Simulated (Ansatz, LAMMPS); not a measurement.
# Li+ BF4- in gamma-butyrolactone and acetonitrile and diethyl carbonate, from a frame at 540 K (102 atoms): geometry optimisation, part 2 of 2

Aim: bring Li+ BF4- in gamma-butyrolactone and acetonitrile and diethyl carbonate, from a frame at 540 K (102 atoms) to a nearby minimum of the energy and see what moves.

Ansatz 0.2.0; Kohn-Sham DFT, PBE+D3(BJ), PAW (set soft_2), plane waves.

The cell: 30 C, 12 O, 50 H, 4 N, 1 B, 4 F and 1 Li. The network of contacts between molecules at the start is that of the classical potential that made the cell. The density was typed from a rule of thumb and may lie off the real one at this temperature. Sampling is at Γ alone, for a cell whose shortest periodic width is 11 Å.

So far. Step 4 (Relaxation): The relaxation changed the energy by -73.2 meV/atom, and atoms moved by 1.1 Å r.m.s., 2.8 Å at most.

## Step 6: Single point at the relaxed geometry

One more single point at the end of the walk gives the fuller output and checks the residual forces.

Input file input.yaml:

```yaml
crystal:
  lattice:
    - [11.11076, 0.0, 0.0]
    - [0.0, 11.11076, 0.0]
    - [0.0, 0.0, 11.11076]
  atoms:
    - { symbol: C, position: [0.06453, 0.19694, 0.71898] }
    - { symbol: C, position: [0.95078, 0.1422, 0.66739] }
    - { symbol: O, position: [0.96789, 0.01449, 0.64118] }
    - { symbol: C, position: [0.0058, 0.9873, 0.53038] }
    - { symbol: O, position: [0.02769, 0.05962, 0.45013] }
    - { symbol: O, position: [0.01725, 0.86815, 0.52234] }
    - { symbol: C, position: [0.05405, 0.82147, 0.40474] }
    - { symbol: C, position: [0.94598, 0.80036, 0.32456] }
    - { symbol: H, position: [0.09036, 0.15413, 0.80413] }
    - { symbol: H, position: [0.04931, 0.29321, 0.73613] }
    - { symbol: H, position: [0.13959, 0.1886, 0.65529] }
    - { symbol: H, position: [0.92265, 0.18748, 0.5844] }
    - { symbol: H, position: [0.87597, 0.14322, 0.73173] }
    - { symbol: H, position: [0.11841, 0.88472, 0.36461] }
    - { symbol: H, position: [0.09978, 0.73689, 0.42701] }
    - { symbol: H, position: [0.90035, 0.88529, 0.3031] }
    - { symbol: H, position: [0.88121, 0.73967, 0.368] }
    - { symbol: H, position: [0.97513, 0.75826, 0.23996] }
    - { symbol: C, position: [0.6318, 0.68966, 0.74807] }
    - { symbol: C, position: [0.58193, 0.5701, 0.70544] }
    - { symbol: O, position: [0.53074, 0.50099, 0.80489] }
    - { symbol: C, position: [0.41785, 0.53014, 0.83614] }
    - { symbol: O, position: [0.35387, 0.60416, 0.78611] }
    - { symbol: O, position: [0.38708, 0.46187, 0.93117] }
    - { symbol: C, position: [0.26853, 0.48611, 0.98288] }
    - { symbol: C, position: [0.27489, 0.58542, 0.0761] }
    - { symbol: H, position: [0.6756, 0.73546, 0.67213] }
    - { symbol: H, position: [0.69903, 0.67622, 0.81914] }
    - { symbol: H, position: [0.55973, 0.74829, 0.78149] }
    - { symbol: H, position: [0.65339, 0.51138, 0.67108] }
    - { symbol: H, position: [0.51328, 0.58171, 0.63547] }
    - { symbol: H, position: [0.20662, 0.50944, 0.90958] }
    - { symbol: H, position: [0.24222, 0.39986, 0.02277] }
    - { symbol: H, position: [0.3054, 0.67023, 0.03557] }
    - { symbol: H, position: [0.33624, 0.5613, 0.14971] }
    - { symbol: H, position: [0.18441, 0.60073, 0.11297] }
    - { symbol: O, position: [0.81013, 0.17206, 0.2987] }
    - { symbol: C, position: [0.72589, 0.14016, 0.36182] }
    - { symbol: C, position: [0.59511, 0.17583, 0.35227] }
    - { symbol: C, position: [0.54375, 0.14145, 0.47541] }
    - { symbol: C, position: [0.62742, 0.03958, 0.51503] }
    - { symbol: O, position: [0.74217, 0.06364, 0.45444] }
    - { symbol: H, position: [0.58664, 0.27098, 0.32784] }
    - { symbol: H, position: [0.5563, 0.12185, 0.27875] }
    - { symbol: H, position: [0.551, 0.21722, 0.53852] }
    - { symbol: H, position: [0.44989, 0.11181, 0.47349] }
    - { symbol: H, position: [0.64578, 0.03775, 0.6118] }
    - { symbol: H, position: [0.59661, 0.95069, 0.48476] }
    - { symbol: O, position: [0.02847, 0.32113, 0.37638] }
    - { symbol: C, position: [0.11858, 0.36286, 0.42353] }
    - { symbol: C, position: [0.24447, 0.31134, 0.42619] }
    - { symbol: C, position: [0.3093, 0.387, 0.52139] }
    - { symbol: C, position: [0.23437, 0.50266, 0.52452] }
    - { symbol: O, position: [0.11427, 0.46881, 0.48208] }
    - { symbol: H, position: [0.24084, 0.21444, 0.44454] }
    - { symbol: H, position: [0.2822, 0.32163, 0.33516] }
    - { symbol: H, position: [0.3072, 0.34173, 0.60919] }
    - { symbol: H, position: [0.40307, 0.40695, 0.4985] }
    - { symbol: H, position: [0.22413, 0.54195, 0.61424] }
    - { symbol: H, position: [0.26972, 0.57081, 0.46242] }
    - { symbol: O, position: [0.95931, 0.62385, 0.0452] }
    - { symbol: C, position: [0.91347, 0.52595, 0.02871] }
    - { symbol: C, position: [0.93133, 0.41007, 0.0986] }
    - { symbol: C, position: [0.87639, 0.31332, 0.01766] }
    - { symbol: C, position: [0.78565, 0.38532, 0.94316] }
    - { symbol: O, position: [0.83312, 0.50769, 0.93795] }
    - { symbol: H, position: [0.02651, 0.39631, 0.12018] }
    - { symbol: H, position: [0.88357, 0.41868, 0.18497] }
    - { symbol: H, position: [0.94575, 0.2737, 0.95954] }
    - { symbol: H, position: [0.83358, 0.24034, 0.06816] }
    - { symbol: H, position: [0.77485, 0.35381, 0.85046] }
    - { symbol: H, position: [0.69629, 0.39013, 0.98533] }
    - { symbol: C, position: [0.85184, 0.92166, 0.00747] }
    - { symbol: C, position: [0.74443, 0.93856, 0.0796] }
    - { symbol: "N", position: [0.65841, 0.95257, 0.1375] }
    - { symbol: H, position: [0.87955, 0.82655, 0.00906] }
    - { symbol: H, position: [0.9254, 0.97725, 0.04333] }
    - { symbol: H, position: [0.83334, 0.94906, 0.91431] }
    [... 18 atom lines left out ...]
    - { symbol: B, position: [0.17373, 0.1109, 0.12172] }
    - { symbol: F, position: [0.16602, 0.0793, 0.99913] }
    - { symbol: F, position: [0.21831, 0.229, 0.13435] }
    - { symbol: F, position: [0.24572, 0.02919, 0.18488] }
    - { symbol: F, position: [0.0529, 0.10788, 0.17162] }
    - { symbol: Li, position: [0.98518, 0.16172, 0.31716] }
kpoints:
  mp_grid: { grid: [1, 1, 1] }
hamiltonian:
  xc: pbe
  dispersion: d3bj
scf:
  occupations: { method: fixed }
output:
  forces: true
  stress: true
  populations: true
  dos:
    method: { smearing: { sigma: 0.15 } }
    de: 0.1
    projected: { site_lists: { B: [B], C: [C], F: [F], H: [H], Li: [Li] } }
  eigenvalues: true
  write_density: true
  write_potential: true
  volumetric_format: npy
```

Run with:

```console
$ ansatz run input.yaml --threads 4 --pin off --max-ram 8192MiB --backend cpu --events-out ev --progress --plain --runs-dir out
```

Elapsed: 13 s, on 4 threads of Arm Neoverse V2, shared host; peak memory 1.4 GiB; 51 s of CPU time.

The program notes that the exchange-correlation potential is rough where the density is thin.

The run gave:

- free energy: -20273.7368 eV
- free energy per atom: -198.7621 eV/atom
- SCF cycles: 11
- pressure: -0.3804 GPa
- r.m.s. force component: 0.00523 eV/Å
- longest force: 0.03641 eV/Å
- Fermi energy: -2.291 eV
- gap (highest filled to lowest empty level): 4.835 eV
- spilling of the projection: 0.01354

Löwdin charges by element and coordination (they lack the spilled electrons, 0.039 e an atom on average):

```csv
element,coordination,atoms,mean charge (e),spread,least,most
B,all,1,0.889,0,0.889,0.889
C,all,30,-0.0647,0.391,-0.495,0.723
C,2,4,0.240,0.0071,0.230,0.250
C,3,5,0.635,0.0647,0.576,0.723
C,4,21,-0.289,0.180,-0.495,-0.0488
F,all,4,-0.389,0.0136,-0.412,-0.379
F,1,3,-0.381,0.0014,-0.382,-0.379
F,2,1,-0.412,0,-0.412,-0.412
H,all,50,0.218,0.0212,0.187,0.256
Li,all,1,0.773,0,0.773,0.773
N,all,4,-0.240,0.0037,-0.245,-0.236
O,all,12,-0.341,0.0875,-0.491,-0.258
O,1,2,-0.429,0.03,-0.459,-0.399
O,2,10,-0.323,0.0846,-0.491,-0.258
```

Density of states as counts of states in windows of 1 eV (from the Fermi level), total and the larger projections:

```csv
from (eV),to (eV),total,C p,H s,F p
-10,-9,8.4,2.4,1.8,0.0
-9,-8,1.6,0.5,0.3,0.0
-8,-7,13.6,4.3,1.9,0.5
-7,-6,20.6,8.9,2.7,1.1
-6,-5,23.6,7.9,2.7,4.5
-5,-4,36.1,20.9,7.7,0.4
-4,-3,23.9,10.8,3.6,3.2
-3,-2,39.3,13.1,5.6,6.5
-2,-1,38.7,10.8,5.2,6.0
-1,0,15.3,2.0,0.8,0.0
0,1,0.8,0.1,0.0,0.0
1,4,0.0,0.0,0.0,0.0
4,5,3.8,1.9,0.4,0.0
```

With fixed occupations the program's Fermi level is the highest filled level; weight inside the gap is the broadening of levels at its edges.

Between -26 and -10 eV lie 72 more states.

Not all projections were asked for or kept, so they needn't add up to the total.

The levels nearest the highest filled one (over half full), pooled over k-points and spins:

```csv
level less the highest filled one (eV),occupation
-0.826,2
-0.706,2
-0.646,2
-0.567,2
-0.528,2
0,2
4.83,0
4.89,0
5.23,0
5.29,0
5.69,0
5.78,0
```

Valence density in the ac plane at fractional y = 0.122, with atoms of H and C and N and B and F within 0.2 Å of it. It is the smooth field of the valence electrons, not physical close to the nuclei.

Ten steps, logarithmic in the rise over the least value, from '_' (0.00 × 1e0 e/Å³) to '@' (8.97 × 1e0 e/Å³), each cell a mean:
```
____..--**##++--..__..--==++****++==--::..____________________
______..----::..____::==************++==--::..________________
________....________..--========**********==--..______________
__..::::..____________......::::==++########++::..____________
..::====::..__________________..::==++######++--..__..........
::--====::..____________________....--==++++--..__..--==----::
====----::..________________________....::::..____..==++++++++
++==----::..______________________________________..--==******
==--::::::..____________________________..__________..--++**++
::....__________________________......::....________..::--==--
......____________________..::::--------::........____..::::::
----::..________________..--==++++**++==--------::..______..::
++++==::________________::==**********==--==++++==::..____..--
++++--::________________..--==++++++++==--==****==::..____..--
----::..__________________....::--==++====++****++--::..__..::
==..__________________________..--++++++++++******++==::..::==
==..__________________________::==**++==--====++****++--..::++
::::::..______________________..==++==--::..::--++++==::....::
++####++::::::::::..____________..::....______..::::::..____::
##@@@@##==------::..______________________________________..--
**%%%%**==--==--::..______________________________________..--
::====--======--::________..::::..__________________________..
__....--++++++--..______..--++++--..__________________________
____..==**##**--..____..::==****==::..________________________
```
Columns run along a (11.1 Å), rows up along c (11.1 Å). Atoms in or near the plane, at fractional coordinates: H at (0.56, 0.28), H at (0.45, 0.47), C at (0.57, 0.88), N at (0.66, 0.82), H at (0.39, 0.92), B at (0.17, 0.12), F at (0.05, 0.17).

Electrostatic potential energy in the ac plane at fractional y = 0.122, with atoms of H and C and N and B and F within 0.2 Å of it. With pseudopotentials it is smooth inside the atoms' cores, unlike the true potential.

Ten even steps from '0' (-47 eV) to '9' (5 eV), each cell a mean:
```
9999757999987400688999999999999
9999999999952422533699999999999
9999999999975787300267999999999
9988999999999998621001799999999
9976999999999999987201799999999
9888999999999999999767999986899
8888999999999999999999999974555
6889999999999999999999999997200
7899999999999999999999999998412
8999999999999999999999999999878
9999999999999999888899999999999
9999999999999876225888999999999
8899999999998414003788768999999
8899999999999877446887557999999
8999999999999999876773015899998
6899999999999999875572004789976
5899999999999999735887555479975
8999999999999999626999997689988
7458999999999999999999999999999
4004646899999999999999999999999
6225200589999999999999999999999
9987301699999988999999999999999
9999757899999964899999999999999
9999536999999744799999999999999
```
Columns run along a (11.1 Å; values clipped at the 3rd and 97th percentile), rows up along c (11.1 Å). Atoms in or near the plane, at fractional coordinates: H at (0.56, 0.28), H at (0.45, 0.47), C at (0.57, 0.88), N at (0.66, 0.82), H at (0.39, 0.92), B at (0.17, 0.12), F at (0.05, 0.17).

Mean Löwdin charges: B +0.89, C -0.06, F -0.39, H +0.22, Li +0.77, N -0.24 e (they miss 1.4 % of the electrons, so they add up to more than the cell's charge).

Local excerpt of 8 atoms (numbers count through the whole input) about B97, the only B atom; x, y, z are measured from there.

```csv
atom,x,y,z,distance (Å),bonds,Löwdin charge (e)
B97,0.00,0.00,0.00,0.00,4,0.89
F100,0.80,-0.91,0.70,1.40,1,-0.38
F98,-0.09,-0.35,-1.36,1.41,1,-0.38
F99,0.50,1.31,0.14,1.41,1,-0.38
F101,-1.34,-0.03,0.55,1.45,2,-0.41
Li102,-2.09,0.56,2.17,3.07,4,0.77
H77,-2.76,-1.48,-0.87,3.25,1,0.25
H83,2.38,0.01,-2.27,3.29,1,0.25
```

The column of bonds counts only the pairs H-C within 1.34 Å, C-C within 1.85 Å, C-O within 1.73 Å, C-N within 1.62 Å, O-Li within 2.38 Å, F-B within 1.72 Å, F-Li within 2.27 Å; other neighbours, such as metal atoms beside each other in a compound, aren't counted, and periodic images can show an atom twice.

## Step 7: A changed input

A doubtful change is made on purpose, to see how the program answers.

input.yaml, the sections that differ from step 6:

```yaml
crystal:
  lattice:
    - [11.11076, 0.0, 0.0]
    - [0.0, 11.11076, 0.0]
    - [0.0, 0.0, 11.11076]
  atoms:
    [... the 102 atom lines of step 3 ...]
scf:
  occupations: { method: fixed }
  max_iter: 50
output:
  forces: true
basis:
  ecutwfc: "400 K"
# kpoints, hamiltonian: as in step 6
```

It took 0.05 s on 4 threads; peak memory 0.078 GiB; 0.08 s of CPU time.

The input was rejected at the start.

The program's message: “Error: inconsistent input (basis.ecutwfc, kpoints): the smallest per-k basis holds n_pw = 1 plane waves (k-point 0, counted from 0 among those solved) but the deck needs at least 148 band(s) per chann …”

The fault in the input: a cutoff in the wrong unit (basis.ecutwfc = "400 K"). The fix is to take out basis.ecutwfc.

## Step 8: What came out

```
energy change in the relaxation                  : -73.2 meV/atom
r.m.s. displacement                              : 1.099 Å
largest displacement                             : 2.81 Å
free energy per atom                             : -198.7621 eV/atom
pressure                                         : -0.3804 GPa
r.m.s. force component                           : 0.00523 eV/Å
gap (highest filled to lowest empty level) : 4.835 eV
wall time of the 3 DFT runs                      : 4.6 min
```

**Reading.** Relaxation lowers the energy by 73.2 meV/atom and moves atoms by 1.1 Å r.m.s.; the r.m.s. force component goes from 1.3 to 0.0052 eV/Å, the pressure goes from 0.86 to -0.38 GPa, and the gap from 4.02 to 4.83 eV. By the final cutoffs no bond was broken or made. First to last step the energy falls by 7.467 eV; the largest move, 2.81 Å, is that of H71. The F-B bonds go from 1.389 Å (spread 0.027) to 1.418 Å (spread 0.021). With the cutoffs above, all B atoms have 4, 70 % of C atoms have 4, 75 % of F atoms have 1 and all H atoms have 1 bonded neighbour. The highest filled and lowest empty levels differ by 4.83 eV (at Γ alone); a semilocal functional tends to put such gaps too low. In a disordered cell it changes from sample to sample and from frame to frame.

Caveats: The network of contacts between molecules at the start is that of the classical potential that made the cell; in DFT atoms moved by 1.1 Å r.m.s.

[Logs are printed without paths, hosts, clocks, repeated set-up lines and the standing remarks that a program may print on its own settings, such as how far it seeks lower states.]

[Hosts, paths, dates, database ids (printed as entryN), source tags and the programs' standing remarks are cut or masked in the printed files.]
